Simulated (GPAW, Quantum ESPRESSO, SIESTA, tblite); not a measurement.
**Twisted graphene bilayer, 50.57° (148 atoms): one structure in several programs**

Aim: run twisted graphene bilayer, 50.57° (148 atoms) in several programs and set results and cost side by side. A plane-wave run serves as the reference.

Main program and level: Quantum ESPRESSO 7.5; Kohn-Sham DFT, PBE, SSSP efficiency 1.3.0 pseudopotentials, plane waves.

## Step 1: The starting structure

The cell holds 148 atoms: 148 C. Cell: a = 14.964 Å, b = 14.964 Å, c = 15.530 Å, α = 90.0°, β = 90.0°, γ = 120.0°. It derives from C (graphene). Graphene (a = 2.46 Å) under graphene (a = 2.46 Å), bilayer, commensurate cell of 37 unit cells a layer, twist 50.57 deg; facing planes 3.53 Å apart as built; 12 Å of vacuum; minimised with a classical potential. Then every atom was moved at random, 0.05 Å r.m.s. a Cartesian component. Regions: layer 1, 74 atoms (74 C); layer 2, 74 atoms (74 C). Vacuum lies along c.

## Step 2: Plane-wave reference

Input file pw.in:

```
&control
  calculation = 'scf'
  pseudo_dir = './pseudo'
  outdir = './tmp'
  disk_io = 'none'
  tprnfor = .true.
/
&system
  ibrav = 0
  nat = 148
  ntyp = 1
  ecutwfc = 45
  ecutrho = 360
  nosym = .true.
  occupations = 'smearing'
  smearing = 'fd'
  degauss = 0.003675
/
&electrons
  conv_thr = 7.4e-07
  electron_maxstep = 100
  mixing_beta = 0.2
  mixing_mode = 'local-TF'
  diagonalization = 'david'
/
ATOMIC_SPECIES
C 12.011 C.upf
CELL_PARAMETERS angstrom
14.96360 0.00000 0.00000
-7.48180 12.95886 0.00000
0.00000 0.00000 15.53000
ATOMIC_POSITIONS crystal
C 0.12056 0.82511 0.39273
C 0.12522 0.73509 0.38470
C 0.20177 0.01517 0.39327
C 0.21086 0.93311 0.39017
C 0.14466 0.56390 0.39271
C 0.15024 0.46862 0.38893
C 0.22319 0.74824 0.39013
C 0.23190 0.65843 0.38995
C 0.30687 0.93163 0.39572
C 0.31422 0.84896 0.39714
C 0.09091 0.09513 0.38843
C 0.09726 0.00603 0.38543
[... 132 atom lines left out ...]
C 0.95606 0.51258 0.61348
C 0.96504 0.60400 0.60800
C 0.99103 0.80033 0.60837
C 0.98347 0.89228 0.61340
K_POINTS gamma
```

Run with:

```
OMP_NUM_THREADS=1 mpirun -np 8 pw.x -in pw.in > output.txt
```

Output:

```text
Program PWSCF
     gamma-point specific algorithms are used
     one sub-group per band group will be used
     scalapack distributed-memory algorithm (size of sub-group:  2*  2 procs)
     Parallelization info
     sticks:   dense  smooth     PW     G-vecs:    dense   smooth      PW
     Min        2478    1239    309               293007   103592   12950
     Max        2480    1242    310               293016   103602   12954
     Sum       19831    9925   2479              2344095   828773  103617
     bravais-lattice index     =            0
     lattice parameter (alat)  =      28.2771  a.u.
     unit-cell volume          =   20322.2105 (a.u.)^3
     number of atoms/cell      =          148
     number of atomic types    =            1
[... lines left out ...]
     number of k points=     1  Fermi-Dirac smearing, width (Ry)=  0.0037
[... lines left out ...]
     total energy              =   -2732.71943488 Ry
[... lines left out ...]
     total energy              =   -2725.55568997 Ry
[... lines left out ...]
     total energy              =   -2727.69380690 Ry
[... lines left out ...]
     c_bands:  2 eigenvalues not converged
[... lines left out ...]
     c_bands:  1 eigenvalues not converged
[... lines left out ...]
     total energy              =   -2727.54838155 Ry
[... lines left out ...]
     total energy              =   -2727.54838044 Ry
     estimated scf accuracy    <       0.00000267 Ry
     iteration # 20     ecut=    45.00 Ry     beta= 0.20
     negative rho (up, down):  6.867E-03 0.000E+00
     End of self-consistent calculation
          k = 0.0000 0.0000 0.0000 ( 51809 PWs)   bands (ev):
   -19.1052 -18.9780 -18.6229 -18.5638 -18.5536 -18.4880 -18.4697 -18.4157
   -18.3610 -18.3434 -18.2863 -18.2325 -18.2126 -18.1652 -17.4010 -17.3216
   -17.2830 -17.2517 -17.2336 -17.1743 -17.1142 -17.1100 -17.0733 -16.9696
[...]
4.6948   4.7126   4.7204   4.7435   5.2602   5.2862   5.2993   5.3112
     5.3253   5.3361   5.3521   5.5490   5.6198   5.7135   5.7647   5.7764
     5.8957   5.9142   5.9408
     the Fermi energy is     0.6145 ev
!    total energy              =   -2727.54838117 Ry
     total all-electron energy =    -11276.634859 Ry
     estimated scf accuracy    <       0.00000024 Ry
     smearing contrib. (-TS)   =      -0.00000000 Ry
     internal energy E=F+TS    =   -2727.54838117 Ry
     The total energy is F=E-TS. E is the sum of the following terms:
     one-electron contribution =  -11880.20754994 Ry
     hartree contribution      =    6112.00255308 Ry
     xc contribution           =    -687.80382485 Ry
     ewald contribution        =    4641.33625349 Ry
     one-center paw contrib.   =    -912.87581295 Ry
     convergence has been achieved in  20 iterations
     negative rho (up, down):  6.867E-03 0.000E+00
     Forces acting on atoms (cartesian axes, Ry/au):
     atom    1 type  1   force =    -0.15477944    0.09579659   -0.04587902
     atom    2 type  1   force =     0.01791745   -0.01154732    0.05194666
     atom    3 type  1   force =    -0.18521201    0.17521850   -0.05448268
[...]
atom  147 type  1   force =    -0.29216410   -0.00072969    0.05993019
     atom  148 type  1   force =     0.21307927    0.20544521    0.00476050
     Total force =     2.869675     Total SCF correction =     0.000923
     Message from routine punch:
     Nothing written, as per user request (disk_io='none')
```

Run time: 4.2 min. Hardware: 8 MPI ranks of Arm Neoverse V2, shared host; peak memory 11 GiB; 34 min of CPU time.

Banners, paths, timers and routine set-up lines are dropped from the logs unmarked, and long logs keep their key lines alone; longer cuts are marked.

Numbers from this run:

| Quantity | Value |
| --- | --- |
| r.m.s. force component | 3.502 eV/Å |
| longest force | 19.08 eV/Å |

## Step 3: The other programs

The programs:
- GPAW 26.7.0: PAW with atomic orbitals (LCAO), plane waves or a real-space grid of spacing h.
- Quantum ESPRESSO 7.5: plane waves; labels (QE) give functional, pseudopotential set and cutoffs of waves/density.
- SIESTA 5.4.2: numerical atomic orbitals, whose automatically made sets are far from complete, with PseudoDojo norm-conserving potentials that we converted to its format (checked against plane waves on the same files for H, C, O, Si, Ge and Ca alone); labels give functional, basis size, energy shift and mesh cutoff.
- tblite 0.8.0: extended tight binding, driven from Python.

All use the same cell and atoms; the electronic-structure runs use the same k-mesh, and an electronic temperature of 580 K (0.05 eV) where levels are smeared.

Differences are against the plane-wave reference, forces as r.m.s. over components; share is that over the reference's r.m.s. force, slope the least-squares factor from reference forces to these. Total energies of different programs have different zeros and aren't compared.

```
                                                run  Δ force, r.m.s. (meV/Å)  share (%)  slope  cores  CPU time  memory (GiB)
                                          reference                        -          -      -      8    34 min            11
                        GPAW PBE, LCAO dzp, h 0.2 Å                      251       7.17  1.063      2   3.2 min           2.1
  GPAW PBE, LCAO dzp, h 0.2 Å, other mixer settings                      251       7.16  1.063      4   6.6 min           3.0
              GPAW PBE, LCAO dzp, h 0.25 Å (coarse)                      244       6.96  1.057      2   2.6 min           1.6
                            GPAW PBE, grid h 0.18 Å                     12.1      0.345  0.998      4    22 min           6.3
                     GPAW revPBE, LCAO dzp, h 0.2 Å                      272       7.78  1.069      2   3.1 min           2.1
  QE PBE, sssp-1.3.0-efficiency, 25/200 Ry (coarse)                      252       7.18  1.066      4    12 min           4.5
     QE PBE, sssp-1.3.0-efficiency, 45/360 Ry, paro                    0.128     0.0037  1.000      4    67 min            10
SIESTA PBE, DZ, shift 0.01 Ry, mesh 300 Ry (coarse)                      583       16.6  1.159      2   1.7 min           1.2
        SIESTA PBE, DZP, shift 0.01 Ry, mesh 300 Ry                      462       13.2  1.119      4   5.7 min           2.1
        SIESTA PBE, DZP, shift 0.02 Ry, mesh 300 Ry                      428       12.2  1.111      4   4.1 min           1.9
SIESTA PBE, SZ, shift 0.01 Ry, mesh 300 Ry (coarse)                     1381       39.4  1.348      1      61 s          0.81
        SIESTA PBE, TZP, shift 0.01 Ry, mesh 300 Ry                      378       10.8  1.096      4   8.5 min           2.7
                                    tblite GFN1-xTB                      186       5.30  0.977      1     2.9 s          0.14
                                    tblite GFN2-xTB                      205       5.84  0.965      1     7.4 s          0.15
```

Rows marked coarse were listed beforehand as settings not expected to be converged; some can still land near the reference.

CPU time is summed over cores on a shared host, where runs went side by side, so it is rough. Symmetry, cutoffs, thresholds, outputs and thread counts weren't matched or tuned between programs; memory under MPI is the largest rank's times the ranks.

Within one program, basis, potentials and functional, energies share a zero. Each run against its twin at the usual cutoff or grid and solver:

```
                                              run                              twin  Δ energy (meV/atom)  Δ force, r.m.s. (meV/Å)         CPU time over the twin's
GPAW PBE, LCAO dzp, h 0.2 Å, other mixer settings                 LCAO dzp, h 0.2 Å                    0                    0.944   2.1 (this twin ran on 2 cores)
                     GPAW PBE, LCAO dzp, h 0.25 Å                 LCAO dzp, h 0.2 Å                  249                     74.3                             0.79
         QE PBE, sssp-1.3.0-efficiency, 25/200 Ry  sssp-1.3.0-efficiency, 45/360 Ry                  314                      252  0.37 (this twin ran on 8 cores)
   QE PBE, sssp-1.3.0-efficiency, 45/360 Ry, paro  sssp-1.3.0-efficiency, 45/360 Ry                    0                    0.128   2.0 (this twin ran on 8 cores)
```

## Step 4: What came out

```json
{"reference r.m.s. force component": "3.50 eV/Å", "nearest in forces": "QE PBE, sssp-1.3.0-efficiency, 45/360 Ry, paro, 0.0037 %", "farthest in forces": "SIESTA PBE, SZ, shift 0.01 Ry, mesh 300 Ry (coarse), 39 %", "cheapest electronic-structure run beside the reference": "tblite GFN1-xTB, 2.9 s of CPU time"}
```

In words: PBE on plane waves or a grid with other potentials, cutoffs or grids, coarse settings apart, differs from the reference by 0.35 % (GPAW PBE, grid h 0.18 Å) of the r.m.s. force; this holds the reference's own error, so differences of a few per cent don't tell which side is nearer the exact PBE result. With the reference's own potentials and cutoffs, another solver or threshold moves forces by 0.0037 % (QE PBE, sssp-1.3.0-efficiency, 45/360 Ry, paro). The PBE runs in local orbitals, coarse settings apart, differ by 7.2 % (GPAW PBE, LCAO dzp, h 0.2 Å, other mixer settings) to 13 % (SIESTA PBE, DZP, shift 0.01 Ry, mesh 300 Ry); basis, grid and potentials can all enter. Tight binding differs by 5.3 % (tblite GFN1-xTB) to 5.8 % (tblite GFN2-xTB); it is another model, with fitted parameters of its own, and the xTB methods hold dispersion. Rows with another functional or a dispersion term differ by 7.8 % (GPAW revPBE, LCAO dzp, h 0.2 Å), which mixes the change of model with differences of basis and potentials. Runs with settings chosen to be coarse differ by 7.0 % (GPAW PBE, LCAO dzp, h 0.25 Å) to 39 % (SIESTA PBE, SZ, shift 0.01 Ry, mesh 300 Ry), their programs' other errors included. Of the electronic-structure runs that take under half the reference's CPU time, tblite GFN1-xTB comes nearest, at 5.3 % in 2.9 s against 34 min. SIESTA PBE, SZ, shift 0.01 Ry, mesh 300 Ry stiffens the forces by a factor of 1.35 while following their directions (correlation 0.991); the slopes of the 5 SIESTA runs lie between 1.10 and 1.35. In the reference: no gap is quoted: the bands of a honeycomb sheet meet or nearly meet at one point of the zone, so the spacing of levels depends on whether the mesh holds it and on how the neighbours disturb the sheet. Periodic xTB results under one method name differ between programs and library versions. The reference's PBE has no dispersion term, which matters for the binding between molecules or layers. One k-point is far too coarse for the carbon or group-IV sheet, and it can put spurious forces of up to about 1 eV/Å on the sheet's atoms. The electronic-structure runs sample only Γ, in a cell whose shortest periodic width is 13 Å.

[Also dropped from logs without a mark: logging warnings of Python, and SIESTA's first energy breakdown and zero terms.]

[Logs are printed without paths, hosts, clocks, repeated set-up lines and the standing remarks that a program may print on its own settings, such as how far it seeks lower states.]

[Hosts, paths, dates, database ids (printed as entryN), source tags and the programs' standing remarks are cut or masked in the printed files.]
